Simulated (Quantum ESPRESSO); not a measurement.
# Cl on fcc sites of Rh(111), stepped through the coverage, part 5 of 10

Aim: how the results for Cl on fcc sites of Rh(111) change with the coverage.

Quantum ESPRESSO 7.5; plane-wave DFT, PBE, GBRV ultrasoft pseudopotentials.

So far. Step 6 (SCF with pw.x, 0 ML): The vacuum levels are read from the outermost 0.7 Å of the cell on either side. Step 6 (SCF with pw.x, 0 ML): Inside the slab this potential holds the local part of the pseudopotentials, which can be repulsive at the nuclei; only its value in the vacuum has a meaning of its own.

**7. Relaxation with pw.x, 0.1111 ML**

System of this step: Rh(111), 3 layers, 9 sites a cell, 1 Cl on fcc sites. The cell holds 28 atoms: 27 Rh and 1 Cl. Cell: a = 8.129 Å, b = 8.129 Å, c = 20.442 Å, α = 90.0°, β = 90.0°, γ = 60.0°. It derives from Rh. Vacuum lies along c.

m1.relax.in

```
&control
  prefix = 'm1.relax'
  outdir = './out'
  pseudo_dir = './pseudo'
  nstep = 70
  forc_conv_thr = 0.0015
  calculation = 'relax'
/
&system
  ibrav = 0
  nat = 28
  ntyp = 2
  ecutwfc = 40
  ecutrho = 200
  occupations = 'smearing'
  smearing = 'mv'
  degauss = 0.02
/
&electrons
  conv_thr = 1e-07
  mixing_beta = 0.3
  electron_maxstep = 120
  mixing_mode = 'local-TF'
/
&ions
/
ATOMIC_SPECIES
  Rh  102.9055  rh_pbe_v1.4.uspp.F.UPF
  Cl  35.4500  cl_pbe_v1.4.uspp.F.UPF
CELL_PARAMETERS angstrom
  8.12899563536155 0.00000000000000 0.00000000000000
  4.06449781768077 7.03991672747592 0.00000000000000
  0.00000000000000 0.00000000000000 20.44213881894749
ATOMIC_POSITIONS crystal
  Rh  0.000000000000 0.000000000000 0.345317623737 0 0 0
  Rh  0.000000000000 0.333333333300 0.345317623737 0 0 0
  Rh  0.000000000000 0.666666666700 0.345317623737 0 0 0
  Rh  0.333333333300 0.000000000000 0.345317623737 0 0 0
  Rh  0.333333333300 0.333333333300 0.345317623737 0 0 0
  Rh  0.333333333300 0.666666666700 0.345317623737 0 0 0
  Rh  0.666666666700 0.000000000000 0.345317623737 0 0 0
  Rh  0.666666666700 0.333333333300 0.345317623737 0 0 0
  Rh  0.666666666700 0.666666666700 0.345317623737 0 0 0
  Rh  0.111111111100 0.111111111100 0.453546630519 0 0 0
  Rh  0.111111111100 0.444444444500 0.453546630519 0 0 0
  Rh  0.111111111100 0.777777777800 0.453546630519 0 0 0
  Rh  0.444444444500 0.111111111100 0.453546630519 0 0 0
  Rh  0.444444444500 0.444444444500 0.453546630519 0 0 0
  Rh  0.444444444500 0.777777777800 0.453546630519 0 0 0
  Rh  0.777777777800 0.111111111100 0.453546630519 0 0 0
  Rh  0.777777777800 0.444444444500 0.453546630519 0 0 0
  Rh  0.777777777800 0.777777777800 0.453546630519 0 0 0
  Rh  0.888888888900 0.888888888900 0.561775637301
  Rh  0.888888888900 0.222222222200 0.561775637301
  Rh  0.888888888900 0.555555555600 0.561775637301
  Rh  0.222222222200 0.888888888900 0.561775637301
  Rh  0.222222222200 0.222222222200 0.561775637301
  Rh  0.222222222200 0.555555555600 0.561775637301
  Rh  0.555555555600 0.888888888900 0.561775637301
  Rh  0.555555555600 0.222222222200 0.561775637301
  Rh  0.555555555600 0.555555555600 0.561775637301
  Cl  0.000000000000 0.000000000000 0.654682376263
K_POINTS automatic
  4 4 1 0 0 0
```

Started as:

```console
$ OMP_NUM_THREADS=1 mpirun -n 16 pw.x -nk 1 -in m1.relax.in > m1.relax.out
```

Log:

```text
[banner, memory and clock lines left out]
Program PWSCF v.7.5 starts
[...]
Message from routine setup:
[...]
number of electrons       =       412.00
     number of Kohn-Sham states=          247
     kinetic-energy cutoff     =      40.0000  Ry
     charge density cutoff     =     200.0000  Ry
[...]
number of k points=     4  Marzari-Vanderbilt smearing, width (Ry)=  0.0200
[...]
Dense  grid:   377213 G-vectors     FFT dimensions: (  72,  72, 180)
[...]
negative rho (up, down):  1.611E+00 0.000E+00
     Starting wfcs are  328 randomized atomic wfcs
[...]
negative rho (up, down):  1.642E+00 0.000E+00
[...]
estimated scf accuracy    <      38.97133700 Ry
[...]
negative rho (up, down):  1.678E+00 0.000E+00
[...]
estimated scf accuracy    <       7.76356902 Ry
[...]
negative rho (up, down):  1.728E+00 0.000E+00
[...]
estimated scf accuracy    <       3.69159481 Ry
[...]
negative rho (up, down):  1.729E+00 0.000E+00
[...]
estimated scf accuracy    <       0.18219029 Ry
[...]
negative rho (up, down):  1.728E+00 0.000E+00
[...]
estimated scf accuracy    <       0.16992421 Ry
[...]
negative rho (up, down):  1.726E+00 0.000E+00
[...]
estimated scf accuracy    <       0.06258090 Ry
[...]
negative rho (up, down):  1.715E+00 0.000E+00
[...]
estimated scf accuracy    <       0.00472546 Ry
[...]
negative rho (up, down):  1.694E+00 0.000E+00
[...]
estimated scf accuracy    <       0.00357014 Ry
[...]
negative rho (up, down):  1.676E+00 0.000E+00
[...]
estimated scf accuracy    <       0.00204423 Ry
[...]
negative rho (up, down):  1.657E+00 0.000E+00
[...]
estimated scf accuracy    <       0.00083822 Ry
[...]
negative rho (up, down):  1.652E+00 0.000E+00
[...]
estimated scf accuracy    <       0.00039413 Ry
[...]
negative rho (up, down):  1.649E+00 0.000E+00
[...]
estimated scf accuracy    <       0.00022447 Ry
[...]
negative rho (up, down):  1.642E+00 0.000E+00
[...]
estimated scf accuracy    <       0.00013976 Ry
[...]
negative rho (up, down):  1.641E+00 0.000E+00
[...]
estimated scf accuracy    <       0.00004272 Ry
[...]
negative rho (up, down):  1.639E+00 0.000E+00
[...]
estimated scf accuracy    <       0.00002805 Ry
[...]
negative rho (up, down):  1.638E+00 0.000E+00
[...]
estimated scf accuracy    <       0.00000537 Ry
[...]
negative rho (up, down):  1.637E+00 0.000E+00
[...]
estimated scf accuracy    <       0.00000237 Ry
[...]
negative rho (up, down):  1.637E+00 0.000E+00
[...]
estimated scf accuracy    <       0.00000123 Ry
[...]
negative rho (up, down):  1.637E+00 0.000E+00
[...]
estimated scf accuracy    <       0.00000031 Ry
[...]
negative rho (up, down):  1.637E+00 0.000E+00
[...]
estimated scf accuracy    <       0.00000012 Ry
[...]
negative rho (up, down):  1.637E+00 0.000E+00
[...]
the Fermi energy is     3.5275 ev
!    total energy              =   -4654.76848881 Ry
     estimated scf accuracy    <       0.00000004 Ry
     smearing contrib. (-TS)   =      -0.01468497 Ry
     internal energy E=F+TS    =   -4654.75380383 Ry
[...]
one-electron contribution =  -31588.96111992 Ry
     hartree contribution      =   15903.84295634 Ry
     xc contribution           =    -816.23498285 Ry
     ewald contribution        =   11846.59934260 Ry
     convergence has been achieved in  21 iterations
     negative rho (up, down):  1.637E+00 0.000E+00
[...]
Total force =     0.071588     Total SCF correction =     0.000272
[...]
negative rho (up, down):  1.640E+00 0.000E+00
[...]
negative rho (up, down):  1.641E+00 0.000E+00
[...]
estimated scf accuracy    <       0.09948465 Ry
[...]
negative rho (up, down):  1.641E+00 0.000E+00
[...]
estimated scf accuracy    <       0.02591360 Ry
[...]
negative rho (up, down):  1.641E+00 0.000E+00
[...]
estimated scf accuracy    <       0.00302817 Ry
[...]
negative rho (up, down):  1.641E+00 0.000E+00
[...]
estimated scf accuracy    <       0.00157690 Ry
[...]
negative rho (up, down):  1.641E+00 0.000E+00
[...]
estimated scf accuracy    <       0.00006511 Ry
[...]
negative rho (up, down):  1.641E+00 0.000E+00
[...]
estimated scf accuracy    <       0.00002228 Ry
[...]
negative rho (up, down):  1.641E+00 0.000E+00
[...]
estimated scf accuracy    <       0.00000781 Ry
[...]
negative rho (up, down):  1.641E+00 0.000E+00
[...]
estimated scf accuracy    <       0.00000490 Ry
[...]
negative rho (up, down):  1.641E+00 0.000E+00
[...]
estimated scf accuracy    <       0.00000271 Ry
[...]
negative rho (up, down):  1.641E+00 0.000E+00
[...]
estimated scf accuracy    <       0.00000072 Ry
[...]
negative rho (up, down):  1.641E+00 0.000E+00
[...]
estimated scf accuracy    <       0.00000043 Ry
[...]
negative rho (up, down):  1.641E+00 0.000E+00
[...]
estimated scf accuracy    <       0.00000024 Ry
[...]
negative rho (up, down):  1.641E+00 0.000E+00
[...]
estimated scf accuracy    <       0.00000017 Ry
[...]
negative rho (up, down):  1.641E+00 0.000E+00
[...]
estimated scf accuracy    <       0.00000011 Ry
[...]
negative rho (up, down):  1.641E+00 0.000E+00
[...]
the Fermi energy is     3.5246 ev
!    total energy              =   -4654.77308968 Ry
     estimated scf accuracy    <       0.00000003 Ry
     smearing contrib. (-TS)   =      -0.01426740 Ry
     internal energy E=F+TS    =   -4654.75882228 Ry
[...]
one-electron contribution =  -31640.28232290 Ry
     hartree contribution      =   15929.40325994 Ry
     xc contribution           =    -816.26443095 Ry
     ewald contribution        =   11872.38467162 Ry
     convergence has been achieved in  15 iterations
     negative rho (up, down):  1.641E+00 0.000E+00
[...]
Total force =     0.057324     Total SCF correction =     0.000886
[...]
negative rho (up, down):  1.633E+00 0.000E+00
[...]
negative rho (up, down):  1.633E+00 0.000E+00
[...]
estimated scf accuracy    <       0.13888859 Ry
[...]
negative rho (up, down):  1.633E+00 0.000E+00
[...]
estimated scf accuracy    <       0.03640869 Ry
[...]
negative rho (up, down):  1.633E+00 0.000E+00
[...]
estimated scf accuracy    <       0.00406293 Ry
[...]
negative rho (up, down):  1.633E+00 0.000E+00
[...]
estimated scf accuracy    <       0.00222220 Ry
[...]
negative rho (up, down):  1.633E+00 0.000E+00
[...]
estimated scf accuracy    <       0.00000382 Ry
[...]
negative rho (up, down):  1.633E+00 0.000E+00
[...]
estimated scf accuracy    <       0.00000103 Ry
[...]
negative rho (up, down):  1.633E+00 0.000E+00
[...]
estimated scf accuracy    <       0.00000063 Ry
[...]
negative rho (up, down):  1.634E+00 0.000E+00
[...]
estimated scf accuracy    <       0.00000032 Ry
[...]
negative rho (up, down):  1.634E+00 0.000E+00
[...]
estimated scf accuracy    <       0.00000025 Ry
[...]
negative rho (up, down):  1.634E+00 0.000E+00
[...]
estimated scf accuracy    <       0.00000015 Ry
[...]
negative rho (up, down):  1.634E+00 0.000E+00
[...]
estimated scf accuracy    <       0.00000006 Ry
[...]
negative rho (up, down):  1.634E+00 0.000E+00
[...]
the Fermi energy is     3.5231 ev
!    total energy              =   -4654.77701398 Ry
     estimated scf accuracy    <          6.3E-09 Ry
     smearing contrib. (-TS)   =      -0.01375813 Ry
     internal energy E=F+TS    =   -4654.76325585 Ry
[...]
one-electron contribution =  -31701.21052739 Ry
     hartree contribution      =   15959.77382908 Ry
     xc contribution           =    -816.30323241 Ry
     ewald contribution        =   11902.97667487 Ry
     convergence has been achieved in  16 iterations
     negative rho (up, down):  1.634E+00 0.000E+00
[...]
Total force =     0.042981     Total SCF correction =     0.000157
[...]
negative rho (up, down):  1.633E+00 0.000E+00
[...]
negative rho (up, down):  1.633E+00 0.000E+00
[...]
estimated scf accuracy    <       0.30974811 Ry
[...]
negative rho (up, down):  1.633E+00 0.000E+00
[...]
estimated scf accuracy    <       0.09052434 Ry
[...]
negative rho (up, down):  1.633E+00 0.000E+00
[...]
estimated scf accuracy    <       0.01029191 Ry
[...]
negative rho (up, down):  1.633E+00 0.000E+00
[...]
estimated scf accuracy    <       0.00548515 Ry
[...]
negative rho (up, down):  1.633E+00 0.000E+00
[...]
estimated scf accuracy    <       0.00019039 Ry
[...]
negative rho (up, down):  1.633E+00 0.000E+00
[...]
estimated scf accuracy    <       0.00007808 Ry
[...]
negative rho (up, down):  1.633E+00 0.000E+00
[...]
estimated scf accuracy    <       0.00003702 Ry
[...]
negative rho (up, down):  1.633E+00 0.000E+00
[...]
estimated scf accuracy    <       0.00001565 Ry
[...]
negative rho (up, down):  1.633E+00 0.000E+00
[...]
estimated scf accuracy    <       0.00001273 Ry
[...]
negative rho (up, down):  1.633E+00 0.000E+00
[...]
estimated scf accuracy    <       0.00000250 Ry
[...]
negative rho (up, down):  1.634E+00 0.000E+00
[...]
estimated scf accuracy    <       0.00000160 Ry
[...]
negative rho (up, down):  1.634E+00 0.000E+00
[...]
estimated scf accuracy    <       0.00000075 Ry
[...]
negative rho (up, down):  1.634E+00 0.000E+00
[...]
estimated scf accuracy    <       0.00000054 Ry
[...]
negative rho (up, down):  1.634E+00 0.000E+00
[...]
estimated scf accuracy    <       0.00000033 Ry
[...]
negative rho (up, down):  1.634E+00 0.000E+00
[...]
estimated scf accuracy    <       0.00000003 Ry
[...]
negative rho (up, down):  1.634E+00 0.000E+00
[...]
estimated scf accuracy    <       0.00000002 Ry
[...]
negative rho (up, down):  1.634E+00 0.000E+00
[...]
the Fermi energy is     3.5226 ev
!    total energy              =   -4654.78079934 Ry
     estimated scf accuracy    <          3.6E-09 Ry
     smearing contrib. (-TS)   =      -0.01298528 Ry
     internal energy E=F+TS    =   -4654.76781407 Ry
[...]
one-electron contribution =  -31796.83577854 Ry
     hartree contribution      =   16007.45725497 Ry
     xc contribution           =    -816.36985513 Ry
     ewald contribution        =   11950.98056464 Ry
     convergence has been achieved in  17 iterations
     negative rho (up, down):  1.634E+00 0.000E+00
[...]
Total force =     0.024338     Total SCF correction =     0.000207
[...]
negative rho (up, down):  1.627E+00 0.000E+00
[...]
negative rho (up, down):  1.627E+00 0.000E+00
[...]
estimated scf accuracy    <       0.39580935 Ry
[...]
negative rho (up, down):  1.628E+00 0.000E+00
[...]
estimated scf accuracy    <       0.09833703 Ry
[...]
negative rho (up, down):  1.628E+00 0.000E+00
[...]
estimated scf accuracy    <       0.01274232 Ry
[...]
negative rho (up, down):  1.628E+00 0.000E+00
[...]
estimated scf accuracy    <       0.00621008 Ry
[...]
negative rho (up, down):  1.628E+00 0.000E+00
[...]
estimated scf accuracy    <       0.00020214 Ry
[...]
negative rho (up, down):  1.628E+00 0.000E+00
[...]
estimated scf accuracy    <       0.00010444 Ry
[...]
negative rho (up, down):  1.628E+00 0.000E+00
[...]
estimated scf accuracy    <       0.00004391 Ry
[...]
negative rho (up, down):  1.628E+00 0.000E+00
[...]
estimated scf accuracy    <       0.00001962 Ry
[...]
negative rho (up, down):  1.628E+00 0.000E+00
[...]
estimated scf accuracy    <       0.00001050 Ry
[...]
negative rho (up, down):  1.628E+00 0.000E+00
[...]
estimated scf accuracy    <       0.00000352 Ry
[...]
negative rho (up, down):  1.628E+00 0.000E+00
[...]
estimated scf accuracy    <       0.00000223 Ry
[...]
negative rho (up, down):  1.628E+00 0.000E+00
[...]
estimated scf accuracy    <       0.00000100 Ry
[...]
negative rho (up, down):  1.629E+00 0.000E+00
[...]
estimated scf accuracy    <       0.00000088 Ry
[...]
negative rho (up, down):  1.629E+00 0.000E+00
[...]
estimated scf accuracy    <       0.00000030 Ry
[...]
negative rho (up, down):  1.629E+00 0.000E+00
[...]
estimated scf accuracy    <       0.00000005 Ry
[...]
negative rho (up, down):  1.629E+00 0.000E+00
[...]
estimated scf accuracy    <       0.00000002 Ry
[...]
negative rho (up, down):  1.629E+00 0.000E+00
[...]
the Fermi energy is     3.5247 ev
!    total energy              =   -4654.78234908 Ry
     estimated scf accuracy    <          5.7E-09 Ry
     smearing contrib. (-TS)   =      -0.01217234 Ry
     internal energy E=F+TS    =   -4654.77017675 Ry
[...]
one-electron contribution =  -31908.81158125 Ry
     hartree contribution      =   16063.32441621 Ry
     xc contribution           =    -816.45419121 Ry
     ewald contribution        =   12007.17117951 Ry
     convergence has been achieved in  17 iterations
     negative rho (up, down):  1.629E+00 0.000E+00
[...]
Total force =     0.015365     Total SCF correction =     0.000299
[...]
negative rho (up, down):  1.629E+00 0.000E+00
[...]
negative rho (up, down):  1.629E+00 0.000E+00
[...]
estimated scf accuracy    <       0.00256906 Ry
[...]
negative rho (up, down):  1.629E+00 0.000E+00
[...]
estimated scf accuracy    <       0.00054274 Ry
[...]
negative rho (up, down):  1.629E+00 0.000E+00
[...]
estimated scf accuracy    <       0.00010773 Ry
[...]
negative rho (up, down):  1.629E+00 0.000E+00
[...]
estimated scf accuracy    <       0.00005570 Ry
[...]
negative rho (up, down):  1.629E+00 0.000E+00
[...]
estimated scf accuracy    <       0.00000274 Ry
[...]
negative rho (up, down):  1.629E+00 0.000E+00
[...]
estimated scf accuracy    <       0.00000142 Ry
[...]
negative rho (up, down):  1.629E+00 0.000E+00
[...]
estimated scf accuracy    <       0.00000061 Ry
[...]
negative rho (up, down):  1.629E+00 0.000E+00
[...]
estimated scf accuracy    <       0.00000030 Ry
[...]
negative rho (up, down):  1.629E+00 0.000E+00
[...]
estimated scf accuracy    <       0.00000013 Ry
[...]
negative rho (up, down):  1.629E+00 0.000E+00
[...]
estimated scf accuracy    <       0.00000004 Ry
[...]
negative rho (up, down):  1.629E+00 0.000E+00
[...]
estimated scf accuracy    <       0.00000003 Ry
[...]
```

The job ended after 23 min (16 MPI ranks of Arm Neoverse V2, shared host; peak memory 4.5 GiB).

Relaxation path:

| step | energy less that of the first step (eV) | largest force (eV/Å) |
| --- | --- | --- |
| 1 | 0.0000 | 0.6553 |
| 2 | -0.0626 | 0.5262 |
| 3 | -0.1160 | 0.4007 |
| 4 | -0.1675 | 0.2758 |
| 5 | -0.1886 | 0.2793 |
| 6 | -0.1913 | 0.2372 |
| 7 | -0.1937 | 0.1879 |
| 8 | -0.1959 | 0.1154 |
| 9 | -0.1970 | 0.0436 |

The atoms that moved most (Å):

| atom | dx | dy | dz | length |
| --- | --- | --- | --- | --- |
| Rh26 | -0.020 | 0.012 | -0.073 | 0.077 |
| Rh24 | 0.000 | -0.023 | -0.073 | 0.077 |
| Rh23 | 0.020 | 0.012 | -0.073 | 0.077 |
| Rh25 | 0.000 | 0.002 | -0.075 | 0.075 |
| Rh21 | 0.002 | -0.001 | -0.075 | 0.075 |
| Rh27 | -0.002 | -0.001 | -0.075 | 0.075 |
| Cl28 | 0.000 | 0.000 | -0.071 | 0.071 |
| Rh20 | 0.000 | 0.044 | -0.037 | 0.058 |

The relaxation lowers the energy by 7 meV an atom. On the free atoms the largest force ends at 0.044 eV/Å.

This step gave:

* free energy: -63331.5486 eV
* Fermi energy: 3.537 eV

[end of part 5 of 10]

[Logs are printed without paths, hosts, clocks, repeated set-up lines and the standing remarks that a program may print on its own settings, such as how far it seeks lower states.]

[Hosts, paths, dates, database ids (printed as entryN), source tags and the programs' standing remarks are cut or masked in the printed files.]

[Maps of the electrostatic potential energy from Ansatz leave out the sawtooth potential of an applied field or a dipole correction, so their vacuum need not be flat; planar profiles and work functions include it.]
